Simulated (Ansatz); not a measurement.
# 1T-CdF2 monolayer in a perpendicular field

Wanted: the out-of-plane response of the 1T-CdF2 monolayer. A positive field points along +c.

Main program and level: Ansatz 0.2.0; plane-wave DFT, PBE-D4, Ansatz PAW, in the first sound run; inputs show where later runs differ.

This is a report of a sequence of runs, with most program output left out.

## (1) The structure

The cell holds 3 atoms: 2 F and 1 Cd. Its edges and angles: a = 2.723 Å, b = 2.723 Å, c = 20.334 Å, α = 90.0°, β = 90.0°, γ = 120.0°. Vacuum lies along c.

## (2) Relaxation

The starting cell is a guess, so the in-plane lattice and the atoms are relaxed first, with the slab cut off from its images along the normal. The program lengthens the vector along the normal by itself, so c and the volume that it reports differ from the typed ones.

File input.yaml:

```yaml
crystal:
  lattice:
    - [2.723288, 0.0, 0.0]
    - [-1.361644, 2.3584365898, 0.0]
    - [0.0, 0.0, 20.3338078953]
  atoms:
    - { symbol: F, position: [0.6666666667, 0.3333333333, 0.4426126206] }
    - { symbol: Cd, position: [0.0, 0.0, 0.5] }
    - { symbol: F, position: [0.3333333333, 0.6666666667, 0.5573873794] }
  periodic: [true, true, false]
kpoints:
  mp_grid: { grid: [12, 12, 1] }
hamiltonian:
  xc: pbe
  dispersion: d4
scf:
  occupations: { method: fermi_dirac, width: 0.05 }
  convergence: { dr2_threshold: 1.0e-09 }
relax:
  f_tol: 0.004
  max_steps: 90
  cell: {}
output:
  write_potential: true
  write_density: true
  volumetric_format: npy
```

Command:

```sh
> ansatz run input.yaml --threads 2 --pin off --max-ram 3072MiB --backend cpu --events-out ev --progress --plain --runs-dir out
```

Wall time 69 s (2 threads of Arm Neoverse V2, shared host); peak memory 0.52 GiB; 1.9 min of CPU time.

Relaxation path:

```csv
step,energy less that of the first step (eV),largest force component (eV/Å),volume (Å³)
1,0.0000,7.1204,182.84
2,-2.7249,2.2907,200.68
3,-3.5449,0.7531,220.07
4,-3.8222,0.0969,240.06
5,-3.8297,0.0061,245.62
6,-3.8303,0.0029,244.92
7*,-4.2383,0.0248,244.92
8,-4.4695,0.0684,263.37
9,-4.5870,0.0290,285.20
10,-4.5849,0.0133,293.66
11,-4.5872,0.0083,292.27
12,-4.5871,0.0006,292.29
13*,-4.6938,0.0050,292.29
14,-4.7083,0.0057,300.23
15,-4.7079,0.0022,307.17
16,-4.7083,0.0003,306.68
17*,-4.7191,0.0008,306.68
18,-4.7188,0.0002,307.43
19*,-4.7192,0.0002,307.43
```

Relaxation steps marked * repeat the geometry before them on a plane-wave basis chosen anew for their cell, so energy and pressure can jump there.

Forces are held to the 12 operations that the run works with; a distortion that breaks them can't arise in this run.

| cell as run | before | after | change |
| --- | --- | --- | --- |
| a (Å) | 2.723 | 3.531 | +29.7 % |
| b (Å) | 2.723 | 3.531 | +29.7 % |

The atoms that moved most (Å, along periodic axes as changes of fractional coordinates times the final cell, across vacuum about the mean position):

| atom | dx | dy | dz | length |
| --- | --- | --- | --- | --- |
| F3 | 0.000 | 0.000 | -0.162 | 0.162 |
| F1 | 0.000 | 0.000 | 0.162 | 0.162 |

The relaxed structure:

```cif
data_structure
_symmetry_space_group_name_H-M 'P 1'
_symmetry_Int_Tables_number 1
_cell_length_a 3.5313
_cell_length_b 3.5313
_cell_length_c 28.4676
_cell_angle_alpha 90.000
_cell_angle_beta 90.000
_cell_angle_gamma 120.000
_cell_volume 307.43
loop_
_atom_site_label
_atom_site_type_symbol
_atom_site_fract_x
_atom_site_fract_y
_atom_site_fract_z
_atom_site_occupancy
F1 F 0.66667 0.33333 0.32183 1
Cd2 Cd 0.00000 0.00000 0.35714 1
F3 F 0.33333 0.66667 0.39245 1
```

This step gave:

```yaml
gap_on_the_k_mesh: 3.885 eV
```

The lattice constant a goes from 2.723 to 3.531 Å.

## (3) Atoms held, field 0

A sawtooth potential applies the field, turning back in the middle of the vacuum. With the dipole correction the typed value is the field outside the slab. The induced dipole is small, so the SCF threshold is tight.

The cell differs from the one that the last finished run ended in (c 28.468 → 20.010 Å).

File input.yaml:

```yaml
crystal:
  lattice:
    - [3.5312918071, 0.0, 0.0]
    - [-1.7656459035, 3.0581884131, 0.0]
    - [0.0, 0.0, 20.0104672843]
  atoms:
    - { symbol: F, position: [0.6666666667, 0.3333333333, 0.4497646093] }
    - { symbol: Cd, position: [0.0, 0.0, 0.5] }
    - { symbol: F, position: [0.3333333333, 0.6666666667, 0.5502353907] }
kpoints:
  mp_grid: { grid: [18, 18, 1] }
  band_path:
    path: [[0, 0, 0], [0.5, 0, 0], [0.33333333, 0.33333333, 0], [0, 0, 0]]
    npoints: 16
hamiltonian:
  xc: pbe
  dispersion: d4
scf:
  occupations: { method: fermi_dirac, width: 0.02585 }
  convergence: { dr2_threshold: 1.0e-10 }
efield:
  axis: 3
  dipole_correction: true
  ramp_position: 0.97
  ramp_width: 0.06
  amplitude: 0
output:
  dos: { projected: true, e_range: [-6, 5] }
  bader: true
  write_potential: true
  write_density: true
  volumetric_format: npy
  elf: true
```

The job ended after 24 s (2 threads; peak memory 0.48 GiB; 41 s of CPU time).

This step gave:

```
dipole along the normal            : -1.54e-7 e·Å
gap along the path                 : 3.885 eV
smallest direct gap along the path : 3.885 eV
ionisation energy, upper face      : 8.811 eV
electron affinity, upper face      : 4.926 eV
gap, the smaller of path and mesh  : 3.885 eV
```

Running mean over a fixed 2.5 Å (it still follows the layers) of the planar mean; the ramp of the sawtooth is left out. Table of electron's electrostatic potential energy less the Fermi level by z:

```csv
z (Å),electron's electrostatic potential energy less the Fermi level (eV)
3.0,6.83
3.5,6.83
4.0,6.83
4.5,6.83
5.0,6.83
5.5,6.83
6.0,6.82
6.5,6.81
7.0,6.71
7.5,5.97
8.0,4.10
8.5,1.83
9.0,-0.497
9.5,-2.68
10.0,-3.83
10.5,-2.72
11.0,-0.544
11.5,1.78
12.0,4.05
12.5,5.94
13.0,6.71
13.5,6.81
14.0,6.82
14.5,6.83
15.0,6.83
15.5,6.83
16.0,6.83
16.5,6.83
17.0,6.83
```

The density of states has structure finer than the step of the table below, so its rows give means over 0.25 eV, whole bins alone (the curve runs from -6 to 3.9 eV). Peaks (eV: height): -4.510: 6.09, -3.740: 24.2, -2.720: 7.51, -2.440: 10.6, -2.280: 14.6, -2.060: 15.1.

Density of states against energy, zero at the Fermi level of the run, which the smearing sets inside the gap; means over each step:

| energy (eV) | density of states (states/eV a cell) |
| --- | --- |
| -5.25 | 0 |
| -5.00 | 0.285 |
| -4.75 | 1.99 |
| -4.50 | 3.28 |
| -4.25 | 2.30 |
| -4.00 | 3.07 |
| -3.75 | 7.84 |
| -3.50 | 3.31 |
| -3.25 | 4.19 |
| -3.00 | 3.30 |
| -2.75 | 2.80 |
| -2.50 | 2.50 |
| -2.25 | 7.87 |
| -2.00 | 5.38 |
| -1.75 | 0 |
| -1.50 | 0 |
| -1.25 | 0 |
| -1.00 | 0 |
| -0.75 | 0 |
| -0.50 | 0 |
| -0.25 | 0 |
| 0.00 | 0 |
| 0.25 | 0 |
| 0.50 | 0 |
| 0.75 | 0 |
| 1.00 | 0 |
| 1.25 | 0 |
| 1.50 | 0 |
| 1.75 | 0 |
| 2.00 | 0.210 |
| 2.25 | 0.275 |
| 2.50 | 0.294 |
| 2.75 | 0.312 |
| 3.00 | 0.329 |
| 3.25 | 0.352 |
| 3.50 | 0.374 |
| 3.75 | 0.400 |

Projected DOS per atom over height of the atomic layer and energy from the Fermi level. Layers: F Cd F from below.

Ten even steps from '0' (0.00 states/eV) to '9' (3.38 states/eV), each cell a mean:
```
000
000
000
000
000
000
000
000
000
000
000
000
000
939
303
505
505
414
323
101
000
000
```
Columns: height of the atomic layer (Å) from 9 to 11.0; rows upwards: energy from the Fermi level (eV) from -5.96 to 3.85.

The electronic bands at the labelled points (eV, zero at the Fermi level of the run, which the smearing sets inside the gap):

| point | band 14 | band 15 | band 16 | band 17 | band 18 | band 19 | band 20 | band 21 |
| --- | --- | --- | --- | --- | --- | --- | --- | --- |
| Γ | -3.17 | -2.82 | -1.98 | -1.98 | 1.90 | 5.30 | 6.62 | 7.18 |
| halfway | -3.39 | -2.73 | -2.47 | -2.05 | 3.39 | 6.40 | 7.57 | 8.18 |
| M | -3.88 | -3.04 | -2.29 | -2.01 | 5.46 | 7.34 | 8.55 | 9.85 |
| halfway | -3.77 | -3.16 | -2.28 | -2.15 | 5.64 | 7.88 | 8.72 | 10.08 |
| K | -3.74 | -3.49 | -2.26 | -2.26 | 5.89 | 9.00 | 9.13 | 9.13 |
| halfway | -3.39 | -2.79 | -2.43 | -2.15 | 3.80 | 6.74 | 7.88 | 8.47 |
| Γ | -3.17 | -2.82 | -1.98 | -1.98 | 1.90 | 5.30 | 6.62 | 7.18 |

ELF in the ca plane at fractional y = 0.000, with atoms of Cd within 0.2 Å of it. It is the smooth field of the valence electrons, not physical close to the nuclei.

Ten even steps from '0' (0.00) to '9' (0.83), each cell a mean:
```
00000000000000000000136885310000000000000000
00000000000000000000013553100000000000000000
00000000000000000001111111111000000000000000
00000000000000000013431001343100000000000000
00000000000000000024542002453100000000000000
00000000000000000012221001222100000000000000
00000000000000000000012331000000000000000000
00000000000000000000125664200000000000000000
00000000000000000000146996310000000000000000
```
Columns run along c (16.0 Å, from fractional 0.08 to 0.87 of the cell), rows up along a (3.5 Å). Atoms in or near the plane, at fractional coordinates: Cd at (0.50, 0.00).

Valence density in the ca plane at fractional y = 0.000, with atoms of Cd within 0.2 Å of it. It is the smooth field of the valence electrons, not physical close to the nuclei.

Values in e/Å³, 5 rows by 16 columns, each cell a mean:
```
 0  0  0  0  0  0  0  0  8  2  0  0  0  0  0  0
 0  0  0  0  0  0  0  0  0  0  0  0  0  0  0  0
 0  0  0  0  0  0  0  0  0  0  0  0  0  0  0  0
 0  0  0  0  0  0  0  0  1  0  0  0  0  0  0  0
 0  0  0  0  0  0  0  0 13  3  0  0  0  0  0  0
```
Columns run along c (16.0 Å, from fractional 0.08 to 0.87 of the cell), rows up along a (3.5 Å). Atoms in or near the plane, at fractional coordinates: Cd at (0.50, 0.00).

Electrostatic potential energy in the ca plane at fractional y = 0.000, with atoms of Cd within 0.2 Å of it. With pseudopotentials it is smooth inside the atoms' cores, unlike the true potential.

Ten even steps from '0' (-24 eV) to '9' (3 eV), each cell a mean:
```
99999999999999999998720000379999999999999999
99999999999999999999851002689999999999999999
99999999999999999999986557899999999999999999
99999999999999999999988888999999999999999999
99999999999999999999998888999999999999999999
99999999999999999999988778899999999999999999
99999999999999999999874225789999999999999999
99999999999999999999730000589999999999999999
99999999999999999998620000378999999999999999
```
Columns run along c (16.0 Å, from fractional 0.08 to 0.87 of the cell; values clipped at the 3rd and 97th percentile), rows up along a (3.5 Å). Atoms in or near the plane, at fractional coordinates: Cd at (0.50, 0.00).

The gap is 3.88 eV, with the valence edge 8.81 eV and the conduction edge 4.93 eV under the upper vacuum level.

## (4) Atoms held, field 0.1 V/Å

Edit input.yaml of step 3 so:

```diff
@@ -25,6 +25,4 @@
   ramp_width: 0.06
-  amplitude: 0
+  amplitude: 0.1
 output:
-  dos: { projected: true, e_range: [-6, 5] }
-  bader: true
   write_potential: true
@@ -32,2 +30 @@
   volumetric_format: npy
-  elf: true
```

Run time: 16 s. Hardware: 2 threads; peak memory 0.46 GiB.

The dipole is 0.0141 e·Å, and the gap 3.883 eV.

## (5) Single point, field -0.1 V/Å

Edit input.yaml of step 4 so:

```diff
@@ -25,3 +25,3 @@
   ramp_width: 0.06
-  amplitude: 0.1
+  amplitude: -0.1
 output:
```

Elapsed: 15 s, on 2 threads; peak memory 0.47 GiB; 28 s of CPU time.

The dipole is -0.0141 e·Å, and the gap 3.883 eV.

## (6) Single point, field 0.2 V/Å

Edit input.yaml of step 5 so:

```diff
@@ -25,3 +25,3 @@
   ramp_width: 0.06
-  amplitude: -0.1
+  amplitude: 0.2
 output:
```

Elapsed: 16 s, on 2 threads; peak memory 0.46 GiB.

The dipole is 0.0281 e·Å, and the gap 3.880 eV.

## (7) Single point, field -0.2 V/Å

Edit input.yaml of step 6 so:

```diff
@@ -25,3 +25,3 @@
   ramp_width: 0.06
-  amplitude: 0.2
+  amplitude: -0.2
 output:
```

Wall time 16 s (2 threads); peak memory 0.46 GiB; 28 s of CPU time.

The dipole is -0.0281 e·Å, and the gap 3.880 eV.

## (8) Single point, field 0.35 V/Å

Edit input.yaml of step 7 so:

```diff
@@ -25,4 +25,6 @@
   ramp_width: 0.06
-  amplitude: -0.2
+  amplitude: 0.35
 output:
+  dos: { projected: true, e_range: [-6, 5] }
+  bader: true
   write_potential: true
@@ -30 +32,2 @@
   volumetric_format: npy
+  elf: true
```

Wall time 23 s (2 threads); peak memory 0.46 GiB; 45 s of CPU time.

The dipole is 0.0493 e·Å, and the gap 3.870 eV.

## (9) Response, atoms held

This step: plane-wave DFT, PBE-D4, Ansatz PAW; response to a field along the normal, atoms held (Ansatz 0.2.0).

The dipoles give the slope, and the difference of two potentials shows where the field is screened.

This step gave:

```
equivalent conductor thickness p/(ε₀AE) : 2.357 Å
distance between the outer atoms        : 2.010 Å
```

Table of dipole of the cell by applied field:

```
applied field (V/Å)  dipole of the cell (e·Å)
             -0.200                   -0.0281
             -0.100                   -0.0141
              0.000                   -1.5e-7
              0.100                    0.0141
              0.200                    0.0281
              0.350                    0.0493
```

Local field over the applied field, running mean. From the potentials at -0.1 and 0.1 V/Å; running mean over 2.5 Å. Table of local field over applied field by z:

```
z (Å)  local field over applied field
 4.00                           1.000
 4.45                           1.000
 4.89                           1.000
 5.19                           1.000
 5.63                           0.998
 6.08                           0.995
 6.52                           0.983
 6.97                           0.953
 7.26                           0.914
 7.71                           0.825
 8.15                           0.711
 8.60                           0.582
 9.04                           0.459
 9.34                           0.388
 9.78                           0.327
10.23                           0.327
10.67                           0.388
10.97                           0.459
11.41                           0.582
11.86                           0.711
12.30                           0.825
12.75                           0.914
13.04                           0.953
13.49                           0.983
13.93                           0.995
14.38                           0.998
14.82                           1.000
15.12                           1.000
15.56                           1.000
16.01                           1.000
```

Electrons, planar mean, per unit field. Table of induced electron density by z:

```csv
z (Å),induced electron density (e/Å³ per V/Å)
4.00,4.1e-8
4.30,9.6e-8
4.59,2.5e-7
5.04,9.5e-7
5.34,2.2e-6
5.63,5.2e-6
5.93,1.2e-5
6.23,2.8e-5
6.67,9.2e-5
6.97,2.0e-4
7.26,4.1e-4
7.56,8.1e-4
7.86,0.00150
8.15,0.00246
8.60,0.00252
8.89,0.00131
9.19,0.00249
9.49,7.3e-4
9.78,-5.0e-5
10.23,5.0e-5
10.52,-7.3e-4
10.82,-0.00249
11.12,-0.00131
11.41,-0.00252
11.86,-0.00246
12.15,-0.00150
12.45,-8.1e-4
12.75,-4.1e-4
13.04,-2.0e-4
13.34,-9.2e-5
13.79,-2.8e-5
14.08,-1.2e-5
14.38,-5.2e-6
14.67,-2.2e-6
14.97,-9.5e-7
15.42,-2.5e-7
15.71,-9.6e-8
16.01,-4.1e-8
```

The smaller of the gaps on the path and on the k-mesh, counted as 0 under 0.03 eV; in a wide-gap layer a fall can come from a state in the tilted vacuum. Gap against applied field:

```csv
applied field (V/Å),gap (eV)
-0.200,3.88
-0.100,3.88
0.000,3.88
0.100,3.88
0.200,3.88
0.350,3.87
```

By hand: between -0.1 and 0.1 V/Å the dipole changes by 0.02814 e·Å, a slope of 0.1407 e·Å²/V. A perfect conductor of thickness t has p = ε₀AEt, so t = 180.95 × 0.1407 / 10.799 = 2.36 Å (e/ε₀ = 180.95 V·Å, A in Å²).

The induced dipole is that of a conductor 2.36 Å thick.

## (10) Same geometry, cutoff 420 eV, functional LDA

This step: plane-wave DFT, LDA, Ansatz PAW (Ansatz 0.2.0).

The geometry is kept and the functional is LDA; other changes against the main runs: SCF threshold 1.0e-10 → 1.0e-09 eV, k-mesh 18×18×1 → 12×12×1 and no dispersion term, which doesn't act on the electrons.

File input.yaml:

```yaml
crystal:
  lattice:
    - [3.5312918071, 0.0, 0.0]
    - [-1.7656459035, 3.0581884131, 0.0]
    - [0.0, 0.0, 20.0104672843]
  atoms:
    - { symbol: F, position: [0.6666666667, 0.3333333333, 0.4497646093] }
    - { symbol: Cd, position: [0.0, 0.0, 0.5] }
    - { symbol: F, position: [0.3333333333, 0.6666666667, 0.5502353907] }
kpoints:
  mp_grid: { grid: [12, 12, 1] }
hamiltonian:
  xc: lda
scf:
  occupations: { method: fermi_dirac, width: 0.02585 }
  convergence: { dr2_threshold: 1.0e-09 }
efield:
  axis: 3
  dipole_correction: true
  ramp_position: 0.97
  ramp_width: 0.06
  amplitude: 0.1
output:
  write_potential: true
  write_density: true
  volumetric_format: npy
```

It took 5.7 s on 2 threads; peak memory 0.38 GiB; 11 s of CPU time.

This step gave:

| Property | Result |
| --- | --- |
| dipole along the normal | 0.01414 e·Å |

The dipole is 0.0141 e·Å.

## (11) Same geometry, cutoff 420 eV, functional LDA (run 2)

The same run in the opposite field.

Edit input.yaml of step 10 so:

```diff
@@ -21,3 +21,3 @@
   ramp_width: 0.06
-  amplitude: 0.1
+  amplitude: -0.1
 output:
```

Run time: 5.7 s. Hardware: 2 threads; peak memory 0.38 GiB.

The dipole is -0.0141 e·Å.

## (12) Response at this level

This step: plane-wave DFT, LDA, Ansatz PAW; response to a field along the normal, atoms held (Ansatz 0.2.0).

The two signs of the field give the slope at this level.

Numbers from this step:

```
equivalent conductor thickness p/(ε₀AE) : 2.369 Å
```

The induced dipole is that of a conductor 2.37 Å thick.

## (13) Same geometry, cutoff 420 eV, functional PBE

This step: plane-wave DFT, PBE, Ansatz PAW (Ansatz 0.2.0).

The geometry is kept and the functional is PBE; other changes against the main runs: SCF threshold 1.0e-10 → 1.0e-09 eV, k-mesh 18×18×1 → 12×12×1 and no dispersion term, which doesn't act on the electrons.

Edit input.yaml of step 11 so:

```diff
@@ -12,3 +12,3 @@
 hamiltonian:
-  xc: lda
+  xc: pbe
 scf:
@@ -21,3 +21,3 @@
   ramp_width: 0.06
-  amplitude: -0.1
+  amplitude: 0.1
 output:
```

Run time: 5.9 s. Hardware: 2 threads; peak memory 0.39 GiB.

The dipole is 0.0141 e·Å.

## (14) Same geometry, cutoff 420 eV, functional PBE (run 2)

Edit input.yaml of step 13 so:

```diff
@@ -21,3 +21,3 @@
   ramp_width: 0.06
-  amplitude: 0.1
+  amplitude: -0.1
 output:
```

It took 5.8 s on 2 threads; peak memory 0.39 GiB.

The dipole is -0.0141 e·Å.

## (15) Response at this level

This step: plane-wave DFT, PBE, Ansatz PAW; response to a field along the normal, atoms held (Ansatz 0.2.0).

The induced dipole is that of a conductor 2.36 Å thick.

## (16) Same geometry, cutoff 500 eV, functional r2SCAN

This step: plane-wave DFT, r2SCAN, Ansatz PAW (Ansatz 0.2.0).

The geometry is kept and the functional is r2SCAN; other changes against the main runs: SCF threshold 1.0e-10 → 1.0e-09 eV, cutoff 420 → 500, k-mesh 18×18×1 → 12×12×1 and no dispersion term, which doesn't act on the electrons.

Edit input.yaml of step 14 so:

```diff
@@ -12,3 +12,3 @@
 hamiltonian:
-  xc: pbe
+  xc: r2scan
 scf:
@@ -21,3 +21,3 @@
   ramp_width: 0.06
-  amplitude: -0.1
+  amplitude: 0.1
 output:
```

The job ended after 16 s (2 threads; peak memory 0.74 GiB; 30 s of CPU time).

The dipole is 0.0135 e·Å.

## (17) Same geometry, cutoff 500 eV, functional r2SCAN (run 2)

Edit input.yaml of step 16 so:

```diff
@@ -21,3 +21,3 @@
   ramp_width: 0.06
-  amplitude: 0.1
+  amplitude: -0.1
 output:
```

Wall time 15 s (2 threads); peak memory 0.75 GiB.

The dipole is -0.0135 e·Å.

## (18) Response at this level

This step: plane-wave DFT, r2SCAN, Ansatz PAW; response to a field along the normal, atoms held (Ansatz 0.2.0).

The induced dipole is that of a conductor 2.27 Å thick.

## (19) Same geometry, cutoff 420 eV, functional HSE06

This step: plane-wave DFT, HSE06, Ansatz PAW (Ansatz 0.2.0).

The geometry is kept and the functional is HSE06; other changes against the main runs: SCF threshold 1.0e-10 → 1.0e-09 eV, k-mesh 18×18×1 → 12×12×1 and no dispersion term, which doesn't act on the electrons.

Edit input.yaml of step 17 so:

```diff
@@ -12,3 +12,3 @@
 hamiltonian:
-  xc: r2scan
+  xc: hse06
 scf:
@@ -21,3 +21,3 @@
   ramp_width: 0.06
-  amplitude: -0.1
+  amplitude: 0.1
 output:
```

The job ended after 3.3 min (2 threads; peak memory 2.5 GiB).

The dipole is 0.0131 e·Å.

[end of part 1 of 2]

[Logs are printed without paths, hosts, clocks, repeated set-up lines and the standing remarks that a program may print on its own settings, such as how far it seeks lower states.]

[Hosts, paths, dates, database ids (printed as entryN), source tags and the programs' standing remarks are cut or masked in the printed files.]

[Maps of the electrostatic potential energy from Ansatz leave out the sawtooth potential of an applied field or a dipole correction, so their vacuum need not be flat; planar profiles and work functions include it.]

[The density of states shown here was stored with 400 of the rows of the run's finer table, so its peaks can read low, often by over a quarter, or be missed, and its means over a window can be off by a tenth or more.]
